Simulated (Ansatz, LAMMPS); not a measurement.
# Structural relaxation of amorphous Si (72 atoms)

How does amorphous Si (72 atoms) relax, and what do bonds, charges and levels look like afterwards?

Calculated with Ansatz 0.2.0; Kohn-Sham DFT, PBE, PAW (set soft_2), plane waves.

**What experiment says.** Si-Si coordination number quoted from the high-resolution X-ray diffraction study of Laaziri et al (as quoted in “Relationship between diffraction peak, network topology, and amorphous-forming ability in silicon and silica”, 2021, PMC8590056): number of Si about Si 3.9.

This is a report of a sequence of runs, with the program logs left out and the cost of each run kept.

In doubt: a hybrid on one k-point of a small cell (step 7), which bears on gaps.

### Step 1. Starting point

The cell holds 72 atoms: 72 Si. Cell: a = 11.361 Å, b = 11.361 Å, c = 11.361 Å, α = 90.0°, β = 90.0°, γ = 90.0°. 72 atoms (72 Si) placed at random at 2.29 g/cm³, melted at 3500 K for 10 ps at fixed volume with the Tersoff potential (Tersoff, Phys. Rev. B 39, 5566 (1989)). Quenched from 3500 K to 300 K at 20 K/ps and fixed volume, annealed at 800 K for 20 ps, held 5 ps, then minimised at fixed cell.

Limits known from the start: The quench rate of 20 K/ps is orders of magnitude faster than experiment, which tends to freeze in extra defects. The network of bonds at the start is that of the classical potential that made the cell. Sampling is at Γ alone, for a cell whose shortest periodic width is 11 Å.

### Step 2. Making the structure

A classical potential supplies the starting structure, since it reaches far longer times than DFT.

This step: classical MD, Tersoff potential (Tersoff, Phys. Rev. B 39, 5566 (1989)) (LAMMPS 22 Jul 2025 - Update 4).

File in.lmp:

```
# melt-quench of Si72
units metal
atom_style atomic
boundary p p p
region box block 0 11.3607 0 11.3607 0 11.3607
create_box 1 box
mass 1 28.0850   # Si
create_atoms 1 random 72 30019 NULL overlap 1.97 maxtry 2000
pair_style tersoff
pair_coeff * * SiCGe.tersoff Si(D)
neigh_modify delay 0 every 1 check yes
thermo_style custom step time temp pe press density
thermo_modify norm yes
timestep 0.001
thermo 100
min_style cg
minimize 1e-4 1e-4 200 2000
reset_timestep 0
velocity all create 3500 30020 mom yes dist gaussian
fix lim all nve/limit 0.05
fix lan all langevin 3500 3500 0.1 30021 zero yes
thermo 500
run 1000 post no
unfix lim
unfix lan
thermo 1666
fix md all nvt temp 3500 3500 0.1
run 10000 post no
unfix md
thermo 16000
fix md all nvt temp 3500 300 0.1
run 160000 post no
unfix md
thermo 2500
# [... 11 lines left out ...]
thermo 2500
fix md all nvt temp 300 300 0.1
run 5000 post no
unfix md
thermo 100
min_style cg
minimize 0 1e-3 2000 20000
write_dump all custom glass.dump id type xs ys zs modify sort id
```

The run is started by

```console
> lmp -in in.lmp -log none -nocite
```

The job ended after 25 s (1 thread of Intel Xeon Platinum 8488C (Sapphire Rapids), shared host; peak memory 0.071 GiB).

### Step 3. Single point at the start

A single point comes first, to see the forces before anything moves.

File input.yaml:

```yaml
crystal:
  lattice:
    - [11.3607, 0.0, 0.0]
    - [0.0, 11.3607, 0.0]
    - [0.0, 0.0, 11.3607]
  atoms:
    - { symbol: Si, position: [0.91975, 0.3993, 0.84023] }
    - { symbol: Si, position: [0.1632, 0.94805, 0.79622] }
    - { symbol: Si, position: [0.45276, 0.67417, 0.84122] }
    - { symbol: Si, position: [0.15231, 0.95043, 0.12407] }
    - { symbol: Si, position: [0.05274, 0.11501, 0.74714] }
    - { symbol: Si, position: [0.39919, 0.16782, 0.25418] }
    - { symbol: Si, position: [0.80117, 0.29216, 0.39989] }
    - { symbol: Si, position: [0.23154, 0.71169, 0.54649] }
[... 60 atom lines left out ...]
    - { symbol: Si, position: [0.27293, 0.0106, 0.9596] }
    - { symbol: Si, position: [0.88085, 0.83131, 0.65516] }
    - { symbol: Si, position: [0.48126, 0.95797, 0.97348] }
    - { symbol: Si, position: [0.61253, 0.3909, 0.71866] }
kpoints:
  mp_grid: { grid: [1, 1, 1] }
hamiltonian:
  xc: pbe
scf:
  occupations: { method: fermi_dirac, width: 0.025 }
output:
  forces: true
```

The run is started by

```console
> ansatz run input.yaml --threads 4 --pin off --max-ram 8192MiB --backend cpu --events-out ev --progress --plain --runs-dir out
```

The job ended after 6 s (4 threads of Intel Xeon Platinum 8488C (Sapphire Rapids), shared host; peak memory 1.3 GiB; 19 s of CPU time).

The run gave:

- free energy: -45758.1738 eV
- free energy per atom: -635.5302 eV/atom
- SCF cycles: 10
- r.m.s. force component: 0.2405 eV/Å
- longest force: 0.8607 eV/Å
- Fermi energy: 6.212 eV

The r.m.s. force component of 0.24 eV/Å sets the starting point.

Neighbours are counted within 2.83 Å (Si-Si).

Length of the force by element and coordination:

```csv
element,coordination,atoms,mean length of the force (eV/Å),spread,least,most
Si,all,72,0.376,0.178,0.0359,0.861
Si,3,1,0.475,0,0.475,0.475
Si,4,62,0.350,0.171,0.0359,0.844
Si,5,9,0.546,0.140,0.387,0.861
```

### Step 4. Cell and atoms relaxed

Cell and atoms are freed together, to release stress as well as forces.

input.yaml: that of step 3 with these lines changed.

```diff
@@ -15 +15,5 @@
   forces: true
+relax:
+  f_tol: 0.04
+  max_steps: 250
+  cell: {}
```

Wall time 81 s (4 threads); peak memory 1.4 GiB.

The steps of the relaxation:

```csv
step,energy less that of the first step (eV),largest force component (eV/Å),pressure (GPa),volume (Å³)
1,0.0000,0.8217,-0.22,1466.27
2,-2.0582,0.7296,-0.47,1471.94
3,-2.5858,0.5463,-0.14,1466.80
4,-2.9835,0.2259,0.08,1464.63
5,-3.1548,0.3082,0.09,1465.53
6,-3.2428,0.2495,0.05,1465.64
7,-3.3173,0.1862,-0.02,1466.83
8,-3.3593,0.1624,-0.04,1467.91
9,-3.4341,0.2936,-0.05,1469.30
10,-3.5353,0.3681,-0.02,1469.52
11,-3.6607,0.3768,-0.01,1470.69
12,-3.8624,0.2214,0.03,1472.47
13,-3.9404,0.5724,-0.04,1475.84
14,-3.5445,1.3349,-0.09,1477.54
15,-3.9691,0.2950,0.03,1474.20
16,-3.9863,0.0746,-0.01,1475.36
17,-3.9881,0.0532,0.00,1475.43
18,-3.9896,0.0280,0.00,1475.36
19*,-4.0061,0.0277,0.01,1475.36
```

Relaxation steps marked * repeat the geometry before them on a plane-wave basis chosen anew for their cell, so energy and pressure can jump there. Relaxation step 14 was tried and not accepted.

```csv
cell as run,before,after,change
a (Å),11.361,11.933,+5.0 %
b (Å),11.361,11.332,-0.3 %
c (Å),11.361,10.939,-3.7 %
α (°),90.00,92.11,+2.3 %
β (°),90.00,89.69,-0.3 %
γ (°),90.00,93.58,+4.0 %
volume (Å³/atom),20.36,20.49,+0.6 %
```

The atoms that moved most (Å, as changes of fractional coordinates times the final cell):

```csv
atom,dx,dy,dz,length
Si18,-0.695,-0.021,-0.837,1.088
Si71,0.249,0.097,0.644,0.697
Si57,-0.036,-0.262,0.634,0.687
Si20,-0.036,-0.359,0.531,0.642
Si63,0.355,-0.398,0.057,0.536
Si23,0.040,0.463,-0.228,0.518
Si36,-0.273,0.277,-0.243,0.459
Si62,0.257,-0.283,0.161,0.415
```

The relaxation changed the energy by -55.6 meV/atom, and atoms moved by 0.28 Å r.m.s., 1.1 Å at most.

### Step 5. Distances and neighbours after relaxation

Bonds before and after, by the cutoffs listed below:

```csv
pair,bonds before,bonds after,mean before (Å),mean after (Å),spread before (Å),spread after (Å)
Si-Si,148,147,2.404,2.397,0.067,0.081
```

Density 2.28 g/cm³, 20.49 Å³ an atom.

Pair distribution function in bins of 0.2 Å:

```csv
r (Å),total
2.20,0.13
2.40,5.25
2.60,0.38
2.80,0.06
3.00,0.02
3.20,0.24
3.40,0.74
3.60,1.34
3.80,2.12
4.00,1.88
4.20,1.29
4.40,0.71
4.60,0.71
4.80,0.78
5.00,0.71
5.20,0.75
5.40,0.95
```

Bonds by pair of elements; cutoffs follow the first minimum of g(r), held within bounds set by covalent radii, and pairs that aren't listed don't count as bonded:

```csv
pair A-B,cutoff (Å),bonds,mean length (Å),spread (Å),shortest (Å),B about A,A about B
Si-Si,2.93,147,2.40,0.081,2.29,4.08,4.08
```

How many atoms have how many bonded neighbours:

```csv
element,mean,4,5
Si,4.08,66,6
```

Bond angles, per cent of each kind in bins of 5°:

```csv
angle (°),Si-Si-Si
55–60,0.4
60–65,0.2
65–70,0.0
70–75,0.2
75–80,0.7
80–85,2.2
85–90,4.2
90–95,6.1
95–100,11.2
100–105,12.7
105–110,17.3
110–115,18.9
115–120,10.1
120–125,6.4
125–130,3.5
130–135,1.5
135–140,1.5
140–145,0.9
145–150,0.4
150–155,0.2
155–160,0.4
160–165,0.4
165–170,0.2
170–175,0.2
```

Bond angles (no mean is given where the spread exceeds 20°):

```csv
angle,count,mean (°),spread (°)
Si-Si-Si,456,109,14.4
```

Bond length by coordination (bonds to H left out):

```csv
element,coordination,atoms,mean bond length (Å)
Si,4,66,2.39
Si,5,6,2.48
```

Rings of the network by King's shortest-path rule, up to 12 atoms, one path for each pair of neighbours; H, halogens, alkali and alkaline-earth atoms are left out:

```csv
ring size (atoms),rings,per network atom
3,1,0.014
4,5,0.069
5,36,0.5
6,57,0.792
7,28,0.389
8,5,0.069
```

The first maximum of g(r) stands at about 2.4 Å. With the cutoffs above, 92 % of Si atoms have 4 bonded neighbours. The Si-Si-Si angle averages 109° with a spread of 14°. Bonds at Si atoms with 4 neighbours average 2.39 Å, against 2.48 Å at those with 5. Rings of 6 atoms are the most common (43 % of those counted); sizes run from 3 to 8.

### Step 6. Single point at the relaxed geometry

The electronic structure is read at the final geometry, in a run of its own.

File input.yaml:

```yaml
crystal:
  lattice:
    - [11.92756, -0.36243, 0.02727]
    - [-0.36243, 11.32402, -0.20445]
    - [0.02727, -0.20445, 10.93745]
  atoms:
    - { symbol: Si, position: [0.91987, 0.38115, 0.82385] }
    - { symbol: Si, position: [0.1576, 0.94394, 0.79927] }
    - { symbol: Si, position: [0.44776, 0.68995, 0.84024] }
    - { symbol: Si, position: [0.15401, 0.95338, 0.11802] }
    - { symbol: Si, position: [0.05295, 0.1048, 0.74697] }
    - { symbol: Si, position: [0.39089, 0.17574, 0.24255] }
    - { symbol: Si, position: [0.80336, 0.28927, 0.4053] }
    - { symbol: Si, position: [0.24208, 0.71335, 0.53901] }
[... 60 atom lines left out ...]
    - { symbol: Si, position: [0.28517, 0.0107, 0.95889] }
    - { symbol: Si, position: [0.87973, 0.82691, 0.66142] }
    - { symbol: Si, position: [0.50229, 0.96824, 0.0325] }
    - { symbol: Si, position: [0.60916, 0.39671, 0.71507] }
kpoints:
  mp_grid: { grid: [1, 1, 1] }
hamiltonian:
  xc: pbe
scf:
  occupations: { method: fermi_dirac, width: 0.025 }
output:
  forces: true
  stress: true
  populations: true
  dos:
    method: { smearing: { sigma: 0.08 } }
    de: 0.05
    projected: { site_lists: { Si: [Si] } }
  eigenvalues: true
  write_density: true
  write_potential: true
  volumetric_format: npy
```

Elapsed: 9.3 s, on 4 threads; peak memory 1.3 GiB; 33 s of CPU time.

Read from the output:

```yaml
free_energy: -45762.1799 eV
free_energy_per_atom: -635.5858 eV/atom
scf_cycles: 11
pressure: 0.01447 GPa
r_m_s_force_component: 0.00497 eV/Å
longest_force: 0.03036 eV/Å
fermi_energy: 6.011 eV
spacing_of_highest_filled_and_lowest_empty_level: 0.3206 eV
spilling_of_the_projection: 0.01109
```

The mean of these charges, 0.044 e, is only the charge that the projection spills.

Löwdin charges by element and coordination (they lack the spilled electrons, 0.044 e an atom on average):

```csv
element,coordination,atoms,mean charge (e),spread,least,most
Si,all,72,0.0444,0.0265,-0.0296,0.116
Si,4,66,0.0468,0.0246,-0.0231,0.116
Si,5,6,0.0176,0.0308,-0.0296,0.0469
```

States in the cell by windows of 1 eV, zero at the Fermi level; the larger projections on atomic orbitals stand beside the total:

```csv
from (eV),to (eV),total,Si p,Si s
-13,-12,1.8,0.0,1.8
-12,-11,8.9,2.4,6.5
-11,-10,19.3,6.0,13.3
-10,-9,18.3,6.0,12.2
-9,-8,16.5,6.0,10.4
-8,-7,23.3,9.5,13.7
-7,-6,20.2,10.5,9.5
-6,-5,19.5,12.8,6.5
-5,-4,21.6,17.3,4.0
-4,-3,29.9,26.1,3.5
-3,-2,44.0,39.6,3.8
-2,-1,45.7,42.3,2.6
-1,0,19.0,16.7,1.7
0,1,12.4,8.8,2.7
1,2,32.2,20.6,7.5
2,3,44.9,28.5,8.5
```

The levels nearest the highest filled one (over half full), pooled over k-points and spins:

```csv
level less the highest filled one (eV),occupation
-0.525,2
-0.478,2
-0.389,2
-0.348,2
-0.135,2
0,2.00
0.321,0.003
0.582,0
0.783,0
0.895,0
1.08,0
1.10,0
```

Valence density in the ac plane at fractional y = 0.842, with atoms of Si within 0.2 Å of it. It is the smooth field of the valence electrons, not physical close to the nuclei.

Ten even steps from '0' (0.02 e/Å³) to '9' (0.54 e/Å³), each cell a mean:
```
1110000000000012332111112233221111
1111000000000001111111234556421000
2333211000000001111222356435531001
4677532100000122333233466314531112
5799753110001245654333346557642234
6677643221123565565321123466665555
4433333344446751255310001235766765
2111112465677865686310001135532464
1000012577776557896421001134533563
2100002589753224676431111113457874
5310001356531112467642100001235787
5542101122210001479852100000014676
2663211111000001379962100000014641
4774211100000001357752110001125874
5544322211100001234432211223457997
3222334443321100111111122356767874
1111246655642100000001122468744653
1101246413653100000000112346656753
3211246633542000000001222223457875
5432246765421000000013454211235887
4654334443210012221125786311125652
3764322211000134553235776321124631
5543211000000146874223443211124665
3221000000000135763211122111123344
```
Columns run along a (11.9 Å), rows up along c (10.9 Å). Atoms in or near the plane, at fractional coordinates: Si at (0.77, 0.86), Si at (0.25, 0.25), Si at (0.98, 0.11), Si at (0.99, 0.47), Si at (0.46, 0.72), Si at (0.88, 0.66).

Electrostatic potential energy in the ac plane at fractional y = 0.842, with atoms of Si within 0.2 Å of it. With pseudopotentials it is smooth inside the atoms' cores, unlike the true potential.

Ten even steps from '0' (-46 eV) to '9' (10 eV), each cell a mean:
```
9999999999999999999999999999999999
9999999999999999999999998656899999
9999999999999999999999985001689999
7778999999999999999999983000589998
6568889999999987789999986324789998
7678899999999741158999999878888898
8889999988888610027999999998643588
9999999864578731148999999997300168
9999999853368887788999999997400168
9999999876679999888889999998754689
7899999998899999987789999999998887
2589999999999999987889999999999741
0379999999999999988889999999998510
1489999999999999988889999999999730
6899999999999999988899999999888876
9999999888999999999999999998644689
9999997533689999999999999987300489
9999985100379999999999999998522589
9999986100479999999999999999877888
5899998645789999999999999999998864
0589999989999999999999888999998510
0489999999999999889999888999998400
4799999999999998889999999999999742
8999999999999998889999999999999988
```
Columns run along a (11.9 Å; values clipped at the 3rd and 97th percentile), rows up along c (10.9 Å). Atoms in or near the plane, at fractional coordinates: Si at (0.77, 0.86), Si at (0.25, 0.25), Si at (0.98, 0.11), Si at (0.99, 0.47), Si at (0.46, 0.72), Si at (0.88, 0.66).

Löwdin charges run from -0.03 to +0.12 e, about a mean that is the spilled charge alone. Within 0.4 eV of the Fermi level the largest share is Si p (82 % of the projected weight).

A closer look about Si66, which has 5 bonded neighbours where the commonest count for Si is 4: 10 atoms, nearest first, numbered in the order of the input, with positions taken from that point.

```csv
atom,x,y,z,distance (Å),bonds,Löwdin charge (e)
Si66,0.00,0.00,0.00,0.00,5,0.04
Si9,0.25,0.89,2.16,2.35,4,0.03
Si48,-2.15,-1.02,0.33,2.40,4,0.04
Si14,-0.72,1.64,-1.73,2.49,4,0.04
Si46,0.99,-2.21,0.87,2.57,5,-0.03
Si20,2.34,-0.69,-0.84,2.58,4,0.12
Si41,-1.91,-2.86,-1.10,3.61,4,0.05
Si8,-1.71,2.23,2.38,3.68,4,0.05
Si45,-0.54,-0.82,3.75,3.87,4,0.06
Si6,0.26,-3.85,-0.74,3.93,4,0.07
```

### Step 7. Functional HSE06

HSE06 mixes in a quarter of exact exchange at short range, which counters self-interaction, at a higher cost.

This step: Kohn-Sham DFT, HSE06, PAW (set soft_2), plane waves (Ansatz 0.2.0).

input.yaml: that of step 6 with these lines changed.

```diff
@@ -10,3 +10,3 @@
 hamiltonian:
-  xc: pbe
+  xc: hse06
 scf:
@@ -22,4 +22 @@
   eigenvalues: true
-  write_density: true
-  write_potential: true
-  volumetric_format: npy
```

The job ended after 1.8 min (4 threads; peak memory 2.9 GiB; 6.7 min of CPU time).

The program notes that the gap may close elsewhere in the zone, the exchange threshold is loose for the stress and the SCF threshold is loose for the stress.

Geometry and reference: those of the single point at the relaxed geometry.

Forces differ from those of the single point at the relaxed geometry by 56 meV/Å r.m.s.; the pressure by -1.6 GPa and the gap by +0.19 eV. It took roughly 12 times the reference's time (one timing each, with unlike analyses asked), in 27 cycles against 11.

Read from the output:

```
free energy                                      : -45794.3532 eV
free energy per atom                             : -636.0327 eV/atom
SCF cycles                                       : 27
pressure                                         : -1.578 GPa
r.m.s. force component                           : 0.05679 eV/Å
longest force                                    : 0.2154 eV/Å
Fermi energy                                     : 5.964 eV
gap (highest filled to lowest empty level) : 0.5095 eV
spilling of the projection                       : 0.01117
```

(Part 1 of 2 ends here.)

[Long decimals in the printed logs are rounded to 6 places.]

[Logs are printed without paths, hosts, clocks, repeated set-up lines and the standing remarks that a program may print on its own settings, such as how far it seeks lower states.]

[Hosts, paths, dates, database ids (printed as entryN), source tags and the programs' standing remarks are cut or masked in the printed files.]

[A walk said to have stopped at its limit may instead have ended on an SCF cycle that didn't converge.]
